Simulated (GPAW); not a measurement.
**Ba2NF (R-3m): G0W0 on several meshes in GPAW**

Wanted: mesh dependence and cost of G0W0 for Ba2NF (R-3m).

Calculated with GPAW 26.7.0; LDA and many-body steps on it, plane waves.

## Step 1: Starting point

It takes space group R-3m (No. 166, trigonal). Conventional cell: a = 4.022 Å, b = 4.022 Å, c = 20.025 Å, α = 90.00°, β = 90.00°, γ = 120.00°. Nearest to Ba lie 3 N at 2.77 Å and 3 F at 2.95 Å. Nearest to N lie 6 Ba at 2.77 Å. Nearest to F lie 6 Ba at 2.95 Å. Farther neighbours and most contacts between anions are not listed.

Coordinates:

```cif
data_structure
_symmetry_space_group_name_H-M 'P 1'
_symmetry_Int_Tables_number 1
_cell_length_a 7.0674
_cell_length_b 7.0674
_cell_length_c 7.0674
_cell_angle_alpha 33.060
_cell_angle_beta 33.060
_cell_angle_gamma 33.060
_cell_volume 93.50
loop_
_atom_site_label
_atom_site_type_symbol
_atom_site_fract_x
_atom_site_fract_y
_atom_site_fract_z
_atom_site_occupancy
Ba1 Ba 0.75764 0.75764 0.75764 1
Ba2 Ba 0.24236 0.24236 0.24236 1
N3 N 0.50000 0.50000 0.50000 1
F4 F 0.00000 0.00000 0.00000 1
```

The cell and positions are those that the Materials Project relaxed with its own functionals (PBE, PBE+U or r2SCAN), kept fixed. Spin-orbit coupling is left out unless a step names it.

## Step 2: Empty states on the mesh, 4×4×4 mesh, 222 bands

This step: GPAW 26.7.0; DFT, LDA, plane waves, PAW.

The sums over transitions need many empty states on a uniform mesh; this step solves for them.

run.py

```python
import json
import numpy as np
from gpaw.mpi import world
from gpaw import GPAW

calc = GPAW('gs.gpw').fixed_density(kpts={'size': (4, 4, 4), 'gamma': True},
    nbands=259,
    convergence={'bands': 222},
    txt='nscf.txt')
calc.write('full.gpw', mode='all')
res = {}
kpts = calc.get_ibz_k_points()
res['kpts'] = kpts
res['eigenvalues'] = [calc.get_eigenvalues(kpt=k) for k in range(len(kpts))]
res['n_electrons'] = calc.get_number_of_electrons()

if world.rank == 0:
    with open('result.json', 'w') as f:
        json.dump(res, f, default=lambda x: x.tolist())
```

The run is started by

```console
$ mpirun -n 4 gpaw python run.py
```

Numbers of over 12 decimals in the logs are rounded to 6 here.

The log of the run:

```text
Diagonalizing LCAO Hamiltonian
Converting LCAO to pw mode
convergence criteria:
- Maximum integral of absolute [eigenst]ate change: 4e-08 eV^2 / valence electron
maximum number of iterations: 100

SCF iterations
|iter     |     time |      energy | eigst |  dens |
|iter:   1|  |             | +4.50 |       |
|iter:   2|  |             | +3.33 |       |
|iter:   3|  |             | +2.24 |       |
[...]
|iter:  14|  |             | -6.75 |       |
|iter:  15|  |             | -7.22 |       |
|iter:  16|  |             | -7.50c|       |
SCF steps: 16
  __  _  _
 | _ |_)|_||  |
 |__||  | ||/\| - 26.7.0

Input parameters:
  mode=PW(ecut=600.0),
  convergence={'bands': 222},
  gpts=array([40, 40, 40]),
  kpts=MonkhorstPack(size=(4, 4, 4), gamma=True),
  maxiter=100,
  nbands=259,
  occupations=Occupations(name='fermi-dirac', width=0.001, fixmagmom=False),
  parallel={},
  xc=XC(name='LDA')
# Writing to full.gpw (mode='all')
  [... matrices ...]

timing:  # [seconds]
  Total: 0.088  # ━━━━━━━━━━━━━━━━━━━━━━━━━━━━━━━━━━━━━━━━━━━━━━━━━━━━━━━━━━━
```

Elapsed: 3.5 min, on 4 MPI ranks of Arm Neoverse V1, shared host; peak memory 1.3 GiB; 14 min of CPU time.

Numbers from this step:

```
gap                                                           : 0.9100 eV
k of the valence top                                          : 0.5, 0.5, 0
k of the conduction bottom                                    : 0.5, 0.5, 0
least direct gap                                              : 0.9100 eV
k points computed                                             : 13
lowest point of the top converged band, above the valence top : 88.0037 eV
```

On this mesh the gap is 0.910 eV.

## Step 3: 4×4×4

Now the one-shot GW correction: screening in the RPA, then the self-energy of the levels asked for.

This step: G0W0 on LDA, plane waves, PAW.

run.py

```python
import json
import numpy as np
from gpaw.mpi import world
from gpaw.response.g0w0 import G0W0

gw = G0W0('full.gpw',
    filename='gw',
    kpts=[0, 10],
    bands=(14, 18),
    ecut=60,
    nbands=98,
    integrate_gamma='WS',
    ppa=True)
gw.calculate()
res = {mode: {k: v for k, v in r.items() if k != 'sigma_eskwn'}
       for mode, r in gw.all_results.items()}

if world.rank == 0:
    with open('result.json', 'w') as f:
        json.dump(res, f, default=lambda x: x.tolist())
```

The run is started by

```console
$ mpirun -n 4 gpaw python run.py
```

The log of the run:

```text
Using integrator: PointIntegrator
FrequencyGridDescriptor(from 0.000+0.000j to 0.000+27.211j eV, 2 points)
Nonperiodic BCs:  [False False False]
Using integrator: PointIntegrator
FrequencyGridDescriptor(from 0.000+0.000j to 0.000+27.211j eV, 2 points)
Nonperiodic BCs:  [False False False]
  ___  _ _ _
 |   || | | |
 | | || | | |
 |__ ||_____|
 |___|

BZ k-points: Symmetries present (total): 12

  [... matrices ...]
64 k-points: 4 x 4 x 4 Monkhorst-Pack grid + [1/8,1/8,1/8]
13 k-points in the irreducible part of the Brillouin zone
       k-points in crystal coordinates                weights
   0:     0.00000000    0.00000000    0.00000000          1/64
   1:     0.25000000    0.00000000   -0.25000000          6/64
   2:     0.25000000    0.00000000    0.00000000          6/64
   3:     0.25000000    0.25000000   -0.25000000          6/64
   4:     0.25000000    0.25000000    0.00000000          6/64
   5:     0.25000000    0.25000000    0.25000000          2/64
   6:     0.50000000    0.00000000    0.00000000          3/64
   7:     0.50000000    0.25000000   -0.25000000          6/64
   8:     0.50000000    0.25000000    0.00000000         12/64
   9:     0.50000000    0.25000000    0.25000000          6/64
          ...
  12:     0.50000000    0.50000000    0.50000000          1/64

Distributing spins, k-points and bands (1 x 2 x 4) over 4 processes
Number of blocks: 1

Quasi particle states:
k-points (IBZ indices): [0, 10]
Band range: (14, 18)
  [... matrices ...]
Computational parameters:
Plane wave cut-off: 60 eV
Number of bands: 98
Coulomb cutoff: None
Broadening: 0.1 eV

fxc modes: GW
Kernel: RPA
Using Godby-Needs plasmon-pole approximation:
  Fitting energy: i*E0, E0 = 1.000 Hartree
Summing all q:

Calculating screened Coulomb potential
No Coulomb truncation
FrequencyGridDescriptor(from 0.000+0.000j to 0.000+27.211j eV, 2 points)
Removing empty qpoint cache files...

Calculating chi0 body with:
    Ground state adapter containing:
    Number of spins: 1
    Number of kpoints: 64
    Number of irreducible kpoints: 13
    Number of completely occupied states: 16
    Number of partially occupied states: 16
    Occupied states memory: 15.625 M / cpu

    Linear response parametrization:
    q_c: [0.0, 0.0, 0.0]
    Number of frequency points: 2
    Planewave cutoff: 60.0
    Number of bands: 98
    Number of planewaves: 111
    Broadening (eta): 1e-06
    comm.size: 4
    kncomm.size: 4
    blockcomm.size: 1

    Memory estimate of potentially large arrays:
        chi0_wGG: 0.376007 M / cpu
Integrating chi0 body.

Symmetries of q_c:
    Direct symmetries (Uq -> q): 12
    Indirect symmetries (TUq -> q): 0
In total 12 allowed symmetries.

  [... matrices ...]
13 groups of equivalent kpoints. 79.6875% reduction.

Integral kind: response function
Integrating chi0 head and wings.

Symmetries of q_c:
    Direct symmetries (Uq -> q): 12
    Indirect symmetries (TUq -> q): 0
In total 12 allowed symmetries.

  [... matrices ...]
13 groups of equivalent kpoints. 79.6875% reduction.

Integral kind: response function wings

Calculating chi0 body with:
    Ground state adapter containing:
    Number of spins: 1
    Number of kpoints: 64
    Number of irreducible kpoints: 13
    Number of completely occupied states: 16
    Number of partially occupied states: 16
    Occupied states memory: 15.625 M / cpu

    Linear response parametrization:
[... the further q-points ...]

Results:
f:      Occupation numbers
eps:     KS-eigenvalues [eV]
vxc:     KS vxc [eV]
exx:     Exact exchange [eV]
sigma:   Self-energies [eV]
dsigma:  Self-energy derivatives
Z:       Renormalization factors
qp:      QP-energies [eV]

k-point 0 (0): (0.000, 0.000, 0.000)                GW
band       f     eps     vxc     exx   sigma  dsigma       Z      qp
                                                                   GW
  14   1.000   6.630 -15.514 -18.520   3.080  -0.311   0.763   6.687
  15   1.000   6.630 -15.514 -18.520   3.080  -0.311   0.763   6.687
  16   0.000   8.496 -10.729  -6.258  -3.535  -0.201   0.833   9.276
  17   0.000  10.354 -10.994  -5.752  -3.925  -0.207   0.829  11.445

k-point 1 (10): (0.500, 0.500, 0.000)                GW
band       f     eps     vxc     exx   sigma  dsigma       Z      qp
                                                                   GW
  14   1.000   6.862 -15.983 -18.927   3.066  -0.307   0.765   6.955
  15   1.000   6.999 -16.190 -19.053   2.975  -0.303   0.767   7.085
  16   0.000   7.909  -9.720  -5.183  -3.580  -0.202   0.832   8.705
  17   0.000  10.659 -13.955  -9.245  -3.204  -0.248   0.801  11.866
```

Wall time 4.7 min (4 MPI ranks); peak memory 2.6 GiB; 19 min of CPU time.

Numbers from this step:

```yaml
g0w0_gap_on_the_points_computed: 1.620 eV
least_direct_g0w0_gap_on_the_computed_points: 1.620 eV
z_at_the_valence_top: 0.7673
z_at_the_conduction_bottom: 0.8317
starting_gap_on_the_mesh: 0.9100 eV
k_of_the_valence_top: 0.5, 0.5, 0
k_of_the_conduction_bottom: 0.5, 0.5, 0
```

The gap on the mesh goes from 0.91 eV to 1.62 eV, a correction of +0.71 eV.

## Step 4: Empty states on the mesh, 2×2×2 mesh, 108 bands

This step: DFT, LDA, plane waves, PAW.

run.py

```python
import json
import numpy as np
from gpaw.mpi import world
from gpaw import GPAW

calc = GPAW('gs.gpw').fixed_density(kpts={'size': (2, 2, 2), 'gamma': True},
    nbands=126,
    convergence={'bands': 108},
    txt='nscf.txt')
calc.write('full.gpw', mode='all')
res = {}
kpts = calc.get_ibz_k_points()
res['kpts'] = kpts
res['eigenvalues'] = [calc.get_eigenvalues(kpt=k) for k in range(len(kpts))]
res['n_electrons'] = calc.get_number_of_electrons()

if world.rank == 0:
    with open('result.json', 'w') as f:
        json.dump(res, f, default=lambda x: x.tolist())
```

The run is started by

```console
$ mpirun -n 4 gpaw python run.py
```

The log of the run:

```text
Diagonalizing LCAO Hamiltonian
Converting LCAO to pw mode
convergence criteria:
- Maximum integral of absolute [eigenst]ate change: 4e-08 eV^2 / valence electron
maximum number of iterations: 100

SCF iterations
|iter     |     time |      energy | eigst |  dens |
|iter:   1|  |             | +4.09 |       |
|iter:   2|  |             | +2.89 |       |
|iter:   3|  |             | +1.82 |       |
[...]
|iter:  15|  |             | -7.06 |       |
|iter:  16|  |             | -7.27 |       |
|iter:  17|  |             | -7.80c|       |
SCF steps: 17
  __  _  _
 | _ |_)|_||  |
 |__||  | ||/\| - 26.7.0

Input parameters:
  mode=PW(ecut=600.0),
  convergence={'bands': 108},
  gpts=array([40, 40, 40]),
  kpts=MonkhorstPack(size=(2, 2, 2), gamma=True),
  maxiter=100,
  nbands=126,
  occupations=Occupations(name='fermi-dirac', width=0.001, fixmagmom=False),
  parallel={},
  xc=XC(name='LDA')
# Writing to full.gpw (mode='all')
  [... matrices ...]

timing:  # [seconds]
  Total: 0.036  # ━━━━━━━━━━━━━━━━━━━━━━━━━━━━━━━━━━━━━━━━━━━━━━━━━━━━━━━━━━━
```

The job ended after 28 s (4 MPI ranks; peak memory 1.1 GiB; 1.9 min of CPU time).

This step gave:

| Item | Value |
| --- | --- |
| gap | 0.9100 eV |
| k of the valence top | 0.5, 0.5, 0 |
| k of the conduction bottom | 0.5, 0.5, 0 |
| least direct gap | 0.9100 eV |
| k points computed | 4 |
| lowest point of the top converged band, above the valence top | 46.17 eV |

On this mesh the gap is 0.910 eV.

## Step 5: 2×2×2

This step: G0W0 on LDA, plane waves, PAW.

run.py

```python
import json
import numpy as np
from gpaw.mpi import world
from gpaw.response.g0w0 import G0W0

gw = G0W0('full.gpw',
    filename='gw',
    kpts=[0, 2],
    bands=(14, 18),
    ecut=60,
    nbands=98,
    integrate_gamma='WS',
    ppa=True)
gw.calculate()
res = {mode: {k: v for k, v in r.items() if k != 'sigma_eskwn'}
       for mode, r in gw.all_results.items()}

if world.rank == 0:
    with open('result.json', 'w') as f:
        json.dump(res, f, default=lambda x: x.tolist())
```

The run is started by

```console
$ mpirun -n 4 gpaw python run.py
```

The log of the run:

```text
Using integrator: PointIntegrator
FrequencyGridDescriptor(from 0.000+0.000j to 0.000+27.211j eV, 2 points)
Nonperiodic BCs:  [False False False]
Using integrator: PointIntegrator
FrequencyGridDescriptor(from 0.000+0.000j to 0.000+27.211j eV, 2 points)
Nonperiodic BCs:  [False False False]
  ___  _ _ _
 |   || | | |
 | | || | | |
 |__ ||_____|
 |___|

BZ k-points: Symmetries present (total): 12

  [... matrices ...]
8 k-points: 2 x 2 x 2 Monkhorst-Pack grid + [1/4,1/4,1/4]
4 k-points in the irreducible part of the Brillouin zone
       k-points in crystal coordinates                weights
   0:     0.00000000    0.00000000    0.00000000          1/8
   1:     0.50000000    0.00000000    0.00000000          3/8
   2:     0.50000000    0.50000000    0.00000000          3/8
   3:     0.50000000    0.50000000    0.50000000          1/8

Distributing spins, k-points and bands (1 x 2 x 4) over 4 processes
Number of blocks: 1

Quasi particle states:
k-points (IBZ indices): [0, 2]
Band range: (14, 18)
  [... matrices ...]
Computational parameters:
Plane wave cut-off: 60 eV
Number of bands: 98
Coulomb cutoff: None
Broadening: 0.1 eV

fxc modes: GW
Kernel: RPA
Using Godby-Needs plasmon-pole approximation:
  Fitting energy: i*E0, E0 = 1.000 Hartree
Summing all q:

Calculating screened Coulomb potential
No Coulomb truncation
FrequencyGridDescriptor(from 0.000+0.000j to 0.000+27.211j eV, 2 points)
Removing empty qpoint cache files...

Calculating chi0 body with:
    Ground state adapter containing:
    Number of spins: 1
    Number of kpoints: 8
    Number of irreducible kpoints: 4
    Number of completely occupied states: 16
    Number of partially occupied states: 16
    Occupied states memory: 15.625 M / cpu

    Linear response parametrization:
    q_c: [0.0, 0.0, 0.0]
    Number of frequency points: 2
    Planewave cutoff: 60.0
    Number of bands: 98
    Number of planewaves: 111
    Broadening (eta): 1e-06
    comm.size: 4
    kncomm.size: 4
    blockcomm.size: 1

    Memory estimate of potentially large arrays:
        chi0_wGG: 0.376007 M / cpu
Integrating chi0 body.

Symmetries of q_c:
    Direct symmetries (Uq -> q): 12
    Indirect symmetries (TUq -> q): 0
In total 12 allowed symmetries.

  [... matrices ...]
4 groups of equivalent kpoints. 50.0% reduction.

Integral kind: response function
Integrating chi0 head and wings.

Symmetries of q_c:
    Direct symmetries (Uq -> q): 12
    Indirect symmetries (TUq -> q): 0
In total 12 allowed symmetries.

  [... matrices ...]
4 groups of equivalent kpoints. 50.0% reduction.

Integral kind: response function wings

Calculating chi0 body with:
    Ground state adapter containing:
    Number of spins: 1
    Number of kpoints: 8
    Number of irreducible kpoints: 4
    Number of completely occupied states: 16
    Number of partially occupied states: 16
    Occupied states memory: 15.625 M / cpu

    Linear response parametrization:
[... the further q-points ...]

Results:
f:      Occupation numbers
eps:     KS-eigenvalues [eV]
vxc:     KS vxc [eV]
exx:     Exact exchange [eV]
sigma:   Self-energies [eV]
dsigma:  Self-energy derivatives
Z:       Renormalization factors
qp:      QP-energies [eV]

k-point 0 (0): (0.000, 0.000, 0.000)                GW
band       f     eps     vxc     exx   sigma  dsigma       Z      qp
                                                                   GW
  14   1.000   6.630 -15.514 -18.730   3.290  -0.321   0.757   6.687
  15   1.000   6.630 -15.514 -18.730   3.290  -0.321   0.757   6.687
  16   0.000   8.496 -10.729  -6.070  -3.769  -0.213   0.824   9.230
[...]
k-point 1 (2): (0.500, 0.500, 0.000)                GW
band       f     eps     vxc     exx   sigma  dsigma       Z      qp
                                                                   GW
[...]
16   0.000   7.909  -9.720  -5.156  -3.683  -0.214   0.824   8.634
  17   0.000  10.659 -13.955  -9.337  -3.212  -0.257   0.796  11.778
```

Elapsed: 19 s, on 4 MPI ranks; peak memory 1.7 GiB; 74 s of CPU time.

Numbers from this step:

```
G0W0 gap on the points computed              : 1.464 eV
least direct G0W0 gap on the computed points : 1.464 eV
Z at the valence top                         : 0.7628
Z at the conduction bottom                   : 0.8241
starting gap on the mesh                     : 0.9100 eV
k of the valence top                         : 0.5, 0.5, 0
k of the conduction bottom                   : 0.5, 0.5, 0
```

Against G0W0 in GPAW (4×4×4 mesh, 98 bands, screening to 60 eV, Godby-Needs plasmon pole), the gap moves by −0.156 eV.

## Step 6: The runs together

Times are wall times on 4 MPI ranks of Arm Neoverse V1, shared host, good to a factor of about two.

| run | mesh | bands | screening cutoff (eV) | DFT gap (eV) | gap on the mesh (eV) | direct (eV) | time |
| --- | --- | --- | --- | --- | --- | --- | --- |
| 4×4×4 | 4×4×4 | 98 | 60 | 0.910 | 1.620 | 1.620 | 4.7 min |
| 2×2×2 | 2×2×2 | 98 | 60 | 0.910 | 1.464 | 1.464 | 19 s |

## Step 7: Summary of results

```yaml
4x4x4: 1.620 eV
2x2x2: 1.464 eV
known_limits: not at the basis limit; no spin-orbit coupling; coarse k mesh
```

What this shows: 2×2×2: −0.156 eV against 4×4×4. Bands and cutoff are finite, so the gap is not at the basis limit. The miss can reach some tenths of an eV and take either sign; the mesh is an error of its own. These stock PAW sets were not made for GW. In the G0W0 runs levels were corrected at 2 k points alone, so a gap called «on the mesh» is the least over those, and an edge elsewhere would be missed. The many-body steps are scalar-relativistic: spin-orbit coupling is not in them.

[Paths, hosts, dates, memory and timing lines, banners, echoed tables and standing remarks are left out of the program output.]

[Logs are printed without paths, hosts, clocks, repeated set-up lines and the standing remarks that a program may print on its own settings, such as how far it seeks lower states.]

[Runs of the session that timed out or met a known fault of the program may be left out.]

[Hosts, paths, dates, database ids (printed as entryN), source tags and the programs' standing remarks are cut or masked in the printed files.]
